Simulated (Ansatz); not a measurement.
# TlSe3I: complex band structure, part 2 of 2

Aim: relax a made-up compound, TlSe3I, and see how good a tunnel barrier it would be. It is built by putting Se for O in the TlIO3 structure of space group R3m, with the volume rescaled by atomic radii. The parent structure comes from the Materials Project.

Ansatz 0.2.0; r2SCAN DFT, plane waves, PAW files (the session's first sound run).

So far. Step 2 (Cell and atoms at rest): The largest force component on a free atom ends at 0.0094 eV/Å.

The structure was built from a prototype and need not be the compound's stable phase.

## (3) Band edges

The energy window and the wavevectors of the next steps follow from the band edges, so these are searched first, off the mesh as well.

Input file input.yaml:

```yaml
crystal:
  lattice:
    - [3.9958094916, 2.3069816856, 3.483706403]
    - [-3.9958094916, 2.3069816856, 3.483706403]
    - [0.0, -4.6139633712, 3.483706403]
  atoms:
    - { symbol: Tl, position: [-0.030433816, -0.030433816, -0.030433816] }
    - { symbol: I, position: [0.6307045275, 0.6307045275, 0.6307045275] }
    - { symbol: Se, position: [1.044392709, 0.3465182948, 0.3465182948] }
    - { symbol: Se, position: [0.3465182948, 1.044392709, 0.3465182948] }
    - { symbol: Se, position: [0.3465182948, 0.3465182948, 1.044392709] }
kpoints:
  mp_grid: { grid: [4, 4, 4] }
  band_path: { path: [VBM, CBM], npoints: 30 }
scf:
  occupations: { method: fixed }
hamiltonian:
  xc: r2scan
output:
  eigenvalues: true
  write_potential: true
  write_density: true
  volumetric_format: npy
  elf: true
```

On the command line:

```bash
> ansatz run input.yaml --threads 2 --pin off --max-ram 4096MiB --backend cpu --events-out ev --progress --plain --runs-dir out
```

Numbers of over 12 decimals in the logs are rounded to 6 here.

The log of the run:

```text
[...]
Crystal: 5 atoms, lattice volume = 192.682 Å³
Basis set: ecut = 500 eV, 4891 PW (Γ), exchange–correlation on 180×180×180 points (64 copies of the dense FFT grid, shifted against one another)
Bands: 47, of which v1, the nominal top of the filled ones, is band 39 counted from 1 (38 counted from 0)
Symmetry: 6 space group operations
[...]
k-points: 13 of 64 (time reversal used)
[...]
SCF iter   1: F=—  HF=-35420.939385 eV  |F-HF|=—  |Δ(HF+E_count)|=         —  Δρ=4.84e-3  dr2=4.72e-2  dr2_τ=1.51e-2  ethr=1.77e-3  ⟨swp⟩=5.3  Hψ=2045  notcnv=0  defer=74
[...]
SCF iter   7: F=-35420.947235 eV  HF=-35420.947235 eV  |F-HF|=2.15e-8  |Δ(HF+E_count)|=   2.96e-7  Δρ=4.63e-6  dr2=4.48e-8  dr2_τ=1.35e-9  ethr=1.28e-10  ⟨swp⟩=13.3  Hψ=2672  notcnv=0
SCF 1 converged in 7 iterations: F = -35420.947235 eV  dr2 = 4.48e-8
[...]
NSCF: frozen V_eff on 32 k-points
[...]
SCF converged after 7 iterations
Free energy (F): -35420.947235 eV
[...]
Internal energy: -35420.947235 eV  (E = F + TS)
E sigma→0 (E₀):  -35420.947235 eV
Fermi energy:    3.834459 eV
[...]
--- Band table (eV; the first three rows and the last of 13) ---
  k-point 0: bands = [... 35 lower, 2.6820, 3.0696, 3.2175, 3.2175, 5.2010, 6.4441, 6.4441, 8.4516, ... 4 higher]
  k-point 1: bands = [... 35 lower, 2.8169, 3.0605, 3.2153, 3.5611, 5.1977, 6.5498, 6.5569, 7.6807, ... 4 higher]
  k-point 2: bands = [... 35 lower, 3.0441, 3.1512, 3.1932, 3.7978, 5.1826, 6.1468, 6.6146, 7.6071, ... 4 higher]
  k-point 12: bands = [... 35 lower, 2.8497, 3.5824, 3.8345, 3.8345, 5.6139, 6.0524, 6.0524, 8.5491, ... 4 higher]
```

Elapsed: 76 s, on 2 threads of Intel Xeon Platinum 8375C at 2.90GHz (Ice Lake), shared host; peak memory 0.91 GiB.

In the SCF lines HF is the Harris–Foulkes energy and dr2 the Hartree energy of the density residual, in eV; the loop may stop once dr2 is under the threshold and the program's other checks hold. Hψ counts applications of the Hamiltonian.

This step gave:

- Fermi energy: 3.834 eV
- gap on the k-mesh: 1.348 eV
- gap on path: 1.286 eV, by band count; negative where bands overlap
- direct gap on path: 1.385 eV
- edge places on path: 0, 1.177 1/A along the path

The electronic bands at the labelled points (eV, zero at the Fermi level (highest filled level under fixed occupations); # counts the bands kept):

| point | #7 | #8 | #9 | #10 | #11 | #12 | #13 | #14 |
| --- | --- | --- | --- | --- | --- | --- | --- | --- |
| VBM | -1.00 | -0.38 | -0.03 | 0.06 | 1.68 | 2.47 | 2.52 | 4.24 |
| halfway | -1.02 | -0.66 | -0.44 | -0.41 | 1.45 | 2.44 | 2.65 | 4.07 |
| CBM | -0.79 | -0.68 | -0.64 | -0.04 | 1.35 | 2.31 | 2.78 | 3.77 |

Valence density in the ac plane of the cell as run, not the conventional one, at fractional y = 0.347, with atoms of Se within 0.2 Å of it. It is the smooth field of the valence electrons, not physical close to the nuclei.

Ten steps, logarithmic in the rise over the least value, from '_' (0 e/Å³) to '@' (27 e/Å³), each cell a mean:
```
____..::==**++--..______________
______..::::::....______________
________......__________________
________________________________
________________________________
________________________________
__..____________________________
::::....____________________....
++++--..____________________..--
@@@@++::..________________..::++
@@@@**::..________________..::**
****==::......____________..::==
----::::::::::....__________..::
....::::==**++--..____________..
__....--**@@@@++::..____________
____..--**@@@@++::______________
```
Columns run along a (5.8 Å), rows up along c (5.8 Å). Atoms in or near the plane, at fractional coordinates: Se at (0.04, 0.35), Se at (0.35, 0.04).

ELF in the ac plane of the cell as run, not the conventional one, at fractional y = 0.347, with atoms of Se within 0.2 Å of it. It is the smooth field of the valence electrons, not physical close to the nuclei.

Ten even steps from '0' (0.01) to '9' (0.88), each cell a mean:
```
0389987874100000
0279998741000000
0147886311121000
0002332113453100
0000000135775200
2320000146774101
7874100025653114
9997200012431147
8898400000111378
4477410000002687
3256411000003898
7566444421003899
8776667874002799
7667657997200478
3467524898300123
1378734897200000
```
Columns run along a (5.8 Å), rows up along c (5.8 Å). Atoms in or near the plane, at fractional coordinates: Se at (0.04, 0.35), Se at (0.35, 0.04).

Electrostatic potential energy in the ac plane of the cell as run, not the conventional one, at fractional y = 0.347, with atoms of Se within 0.2 Å of it. With pseudopotentials it is smooth inside the atoms' cores, unlike the true potential.

Values in eV, 16 rows by 16 columns, each cell a mean:
```
  9   8   6  -3 -14 -11 -13 -14  -2   6   8   9   9   9   9   9
  9   9   8   5  -2  -9  -9  -3   4   7   9   9   9   9   9   9
  9   9   9   8   7   5   4   6   7   8   9   9   9   9   9   9
  9   9   9   9   9   8   8   8   9   9   9   9   9   9   9   9
  9   9   9  10  10  10   9   9   9   9   9   9   9   9   9   9
  8   9   9   9  10  10  10  10   9   9   9   9   9   9   9   8
  5   6   8   9   9  10  10  10  10   9   9   9   9   8   7   6
 -7  -5   1   6   9   9  10  10  10  10   9   9   9   7   4  -2
-13 -13 -11   0   7   9   9  10  10  10  10   9   8   6  -3 -14
 -4  -5 -13  -8   5   8   9   9  10  10  10   9   8   4  -9 -13
 -3  -3 -12 -10   3   6   8   9   9  10  10  10   8   5  -9 -11
-10 -11 -15  -7   1   3   5   7   9   9  10  10   9   7  -2 -14
-11 -12  -8  -4  -7 -10  -8   0   6   9   9  10   9   8   5  -3
  3   2   1  -8 -15 -12 -13 -11   1   8   9   9   9   9   8   6
  7   6   2 -12 -11  -3  -5 -13  -5   6   9   9   9   9   9   8
  8   7   3 -11 -10  -3  -4 -13  -7   5   8   9   9   9   9   9
```
Columns run along a (5.8 Å; values clipped at the 3rd and 97th percentile), rows up along c (5.8 Å). Atoms in or near the plane, at fractional coordinates: Se at (0.04, 0.35), Se at (0.35, 0.04).

The searched edges give 1.29 eV, under the 1.35 eV of the mesh, which misses an edge.

## (4) Complex bands

This step: r2SCAN DFT, plane waves, PAW files; complex bands by layer matching along the plane's normal (Ansatz 0.2.0).

The same crystal is laid in a cell whose first two vectors span the (110) plane (indices of the standard conventional cell, whose axes can be ordered otherwise than in the bulk input). At fixed energy and wavevector in the plane the solver finds all kz, real and complex. A few wavevectors are listed, (0, 0) and (0, -0.5) in units of the plane's reciprocal vectors; the slowest state needn't be among them.

Input file input.yaml:

```yaml
crystal:
  lattice:
    - [5.781424417, 0.0, 0.0]
    - [0.51609472, 8.340692144, 0.0]
    - [0.25804736, 4.170346072, 3.995809492]
  atoms:
    - { symbol: Tl, position: [0.969566184, 0.969566184, 0.0] }
    - { symbol: I, position: [0.6307045275, 0.6307045275, 0.0] }
    - { symbol: Se, position: [0.3465182948, 0.3465182948, 0.6978744142] }
    - { symbol: Se, position: [0.044392709, 0.3465182948, 0.0] }
    - { symbol: Se, position: [0.3465182948, 0.044392709, 0.3021255858] }
kpoints:
  mp_grid: { grid: [6, 6, 6] }
scf:
  occupations: { method: fixed }
hamiltonian:
  xc: r2scan
output:
  eigenvalues: true
  transmission:
    leads: [[0, 0]]
    kpoints: [[0.0, 0.0], [0.0, -0.5]]
    e_range: [-1.0, 2.29]
    de: 0.05
```

The log of the run:

```text
[...]
Crystal: 5 atoms, lattice volume = 192.682 Å³
Basis set: ecut = 500 eV, 4891 PW (Γ), exchange–correlation on 180×256×180 points (64 copies of the dense FFT grid, shifted against one another)
Bands: 47, of which v1, the nominal top of the filled ones, is band 39 counted from 1 (38 counted from 0)
Symmetry: 6 space group operations
[...]
k-points: 32 of 216 (time reversal used)
[...]
SCF iter   1: F=—  HF=-35420.939443 eV  |F-HF|=—  |Δ(HF+E_count)|=         —  Δρ=4.84e-3  dr2=4.72e-2  dr2_τ=1.51e-2  ethr=1.77e-3  ⟨swp⟩=5.1  Hψ=5022  notcnv=0  defer=181
[...]
SCF iter   7: F=-35420.947346 eV  HF=-35420.947346 eV  |F-HF|=2.13e-8  |Δ(HF+E_count)|=   2.94e-7  Δρ=4.62e-6  dr2=4.45e-8  dr2_τ=1.35e-9  ethr=1.28e-10  ⟨swp⟩=13.6  Hψ=6452  notcnv=0
SCF 1 converged in 7 iterations: F = -35420.947346 eV  dr2 = 4.45e-8
[...]
transmission: 6 of 12 steps passed
transmission: 12 of 12 steps passed
SCF converged after 7 iterations
Free energy (F): -35420.947346 eV
[...]
Internal energy: -35420.947346 eV  (E = F + TS)
E sigma→0 (E₀):  -35420.947346 eV
Fermi energy:    3.864307 eV
[...]
--- Band table (eV; the first three rows and the last of 32) ---
  k-point 0: bands = [... 35 lower, 2.6820, 3.0695, 3.2175, 3.2175, 5.2010, 6.4441, 6.4441, 8.4516, ... 4 higher]
  k-point 1: bands = [... 35 lower, 2.7431, 2.9219, 3.3604, 3.4777, 5.2190, 6.4654, 6.8174, 7.6533, ... 4 higher]
  k-point 2: bands = [... 35 lower, 2.5636, 3.1719, 3.3495, 3.7067, 5.3651, 6.0713, 7.1914, 7.6296, ... 4 higher]
  k-point 31: bands = [... 35 lower, 2.8497, 3.5823, 3.8344, 3.8344, 5.6139, 6.0524, 6.0524, 8.5491, ... 4 higher]
--- Transmission ---
  basis      : 503 plane waves across, 6 finite elements along
  points     : 2, as listed
  energies   : 66 from -1.000000 to 2.250000 eV about the Fermi level, 0.050000 eV apart; the leads are filled to 0.659145 eV, and channels, transmission and decay are at 0.650000 eV
  crystal 0  : Se3Tl1I1, at the sites [0, 0], period 3.9958 Å: whole cells are its period
    offset         : up to 0.0000 Å between an atom of the period and one for which it stands
    channels       : 0.000000e0 a spin
    conductance    : none, the energies end too early or step too widely for 300 K: set another output.transmission.e_range or a lower de, or, where they end at an eighth of basis.ecutwfc, a higher one
    slowest decay  : 0.2369 /Å at (0.0000, 0.0000)
```

Run time: 3.7 min. Hardware: 2 threads; peak memory 2.7 GiB.

Numbers from this step:

* free energy: -35420.9473 eV
* Fermi energy: 3.864 eV
* gap on the k-mesh: 1.318 eV
* level to which the leads are filled: 0.6591 eV from the Fermi level
* decay constant at the filling level, zone centre: 0.2369 Å⁻¹
* decay constant at the filling level, slowest listed point: 0.2369 Å⁻¹

K parallel (0, 0); values up to 1.5 1/Å, a degenerate pair printed once or twice; energies at which all values exceed this have no row. The Im kz of the slowest decaying states by energy, zero at the highest filled level on the SCF mesh:

| energy (eV) | decay 1 (Å⁻¹) | decay 2 (Å⁻¹) | decay 3 (Å⁻¹) | decay 4 (Å⁻¹) |
| --- | --- | --- | --- | --- |
| -1.00 | 0.0872 | 0.162 | 0.186 | 0.235 |
| -0.85 | 0.171 | 0.210 | 0.221 | 0.495 |
| -0.75 | 0.0614 | 0.181 | 0.193 | 0.281 |
| -0.60 | 0.0428 | 0.196 | 0.287 | 0.355 |
| -0.50 | 0.236 | 0.315 | 0.385 | 0.478 |
| -0.35 | 0.0920 | 0.269 | 0.337 | 0.419 |
| -0.20 | 0.0925 | 0.168 | 0.289 | 0.332 |
| -0.10 | 0.130 | 0.196 | 0.299 | 0.306 |
| 0.00 | 0.212 | 0.253 | 0.274 | 0.307 |
| 0.05 | 0.217 | 0.269 | 0.288 | 0.310 |
| 0.15 | 0.225 | 0.273 | 0.315 | 0.336 |
| 0.30 | 0.232 | 0.285 | 0.320 | 0.379 |
| 0.45 | 0.236 | 0.297 | 0.322 | 0.406 |
| 0.55 | 0.237 | 0.303 | 0.322 | 0.418 |
| 0.70 | 0.236 | 0.310 | 0.320 | 0.400 |
| 0.80 | 0.234 | 0.313 | 0.318 | 0.384 |
| 0.95 | 0.229 | 0.312 | 0.315 | 0.355 |
| 1.10 | 0.222 | 0.303 | 0.313 | 0.313 |
| 1.20 | 0.216 | 0.270 | 0.295 | 0.308 |
| 1.35 | 0.165 | 0.213 | 0.272 | 0.290 |
| 1.45 | 0.232 | 0.26 | 0.265 | 0.444 |
| 1.60 | 0.162 | 0.256 | 0.273 | 0.444 |
| 1.75 | 0.189 | 0.269 | 0.289 | 0.421 |
| 1.85 | 0.165 | 0.261 | 0.313 | 0.401 |
| 2.00 | 0.125 | 0.245 | 0.331 | 0.381 |
| 2.10 | 0.0887 | 0.231 | 0.336 | 0.372 |
| 2.25 | 0.202 | 0.338 | 0.361 | 0.527 |

K parallel (0, -0.5); values up to 1.5 1/Å, a degenerate pair printed once or twice; energies at which all values exceed this have no row. Table of Im kz of the slowest decaying states by energy, zero at the highest filled level on the SCF mesh:

| energy (eV) | decay 1 (Å⁻¹) | decay 2 (Å⁻¹) | decay 3 (Å⁻¹) | decay 4 (Å⁻¹) |
| --- | --- | --- | --- | --- |
| -1.000 | 0.0831 | 0.329 | 0.461 | 0.490 |
| -0.800 | 0.0774 | 0.151 | 0.350 | 0.479 |
| -0.600 | 0.145 | 0.147 | 0.485 | 0.894 |
| -0.400 | 0.181 | 0.200 | 0.507 | 0.864 |
| -0.200 | 0.233 | 0.251 | 0.515 | 0.832 |
| 0.000 | 0.139 | 0.262 | 0.295 | 0.515 |
| 0.200 | 0.234 | 0.307 | 0.323 | 0.511 |
| 0.400 | 0.257 | 0.343 | 0.351 | 0.509 |
| 0.600 | 0.266 | 0.358 | 0.365 | 0.512 |
| 0.800 | 0.271 | 0.349 | 0.371 | 0.518 |
| 1.000 | 0.288 | 0.385 | 0.523 | 0.598 |
| 1.200 | 0.238 | 0.407 | 0.528 | 0.538 |
| 1.400 | 0.235 | 0.453 | 0.531 | 1.33 |
| 1.600 | 0.224 | 0.244 | 0.437 | 0.533 |
| 1.800 | 0.204 | 0.291 | 0.420 | 0.534 |
| 2.000 | 0.171 | 0.308 | 0.395 | 0.535 |
| 2.200 | 0.106 | 0.321 | 0.355 | 0.534 |

At the listed wavevectors the last open channel is at -0.10 eV and the next at +1.35 eV on the grid. At +0.65 eV, the grid energy nearest the filling level (the middle of the gap on the SCF mesh), the slowest state at the listed wavevectors decays with κ = 0.237 Å⁻¹, its amplitude falling by e over 4.2 Å. Through 1 nm of this crystal that state's transmission falls by exp(−2 × 0.237 Å⁻¹ × 10 Å) = 0.0088.

## (5) Results

| Item | Value |
| --- | --- |
| band gap | 1.29 eV |
| least decay constant at mid-gap, normal to (110) | 0.237 Å⁻¹ |

What this shows: With r2SCAN, the slowest decay at the wavevectors tried is κ = 0.237 Å⁻¹, normal to (110). Through such a film the transmission near mid-gap falls as exp(−2κd), a factor of ten every 4.9 Å. A free electron under a barrier of half the gap would need a mass of 0.33 mₑ to decay at this rate. The compound is made up by substitution; its stability against other phases and against distortions of the cell's symmetry was not tested. r2SCAN still narrows gaps, if less than LDA and GGA do, while spin-orbit coupling, left out here, narrows them in compounds of heavy elements, so the error in κ can go either way.

[Logs are printed without paths, hosts, clocks, repeated set-up lines and the standing remarks that a program may print on its own settings, such as how far it seeks lower states.]

[Hosts, paths, dates, database ids (printed as entryN), source tags and the programs' standing remarks are cut or masked in the printed files.]
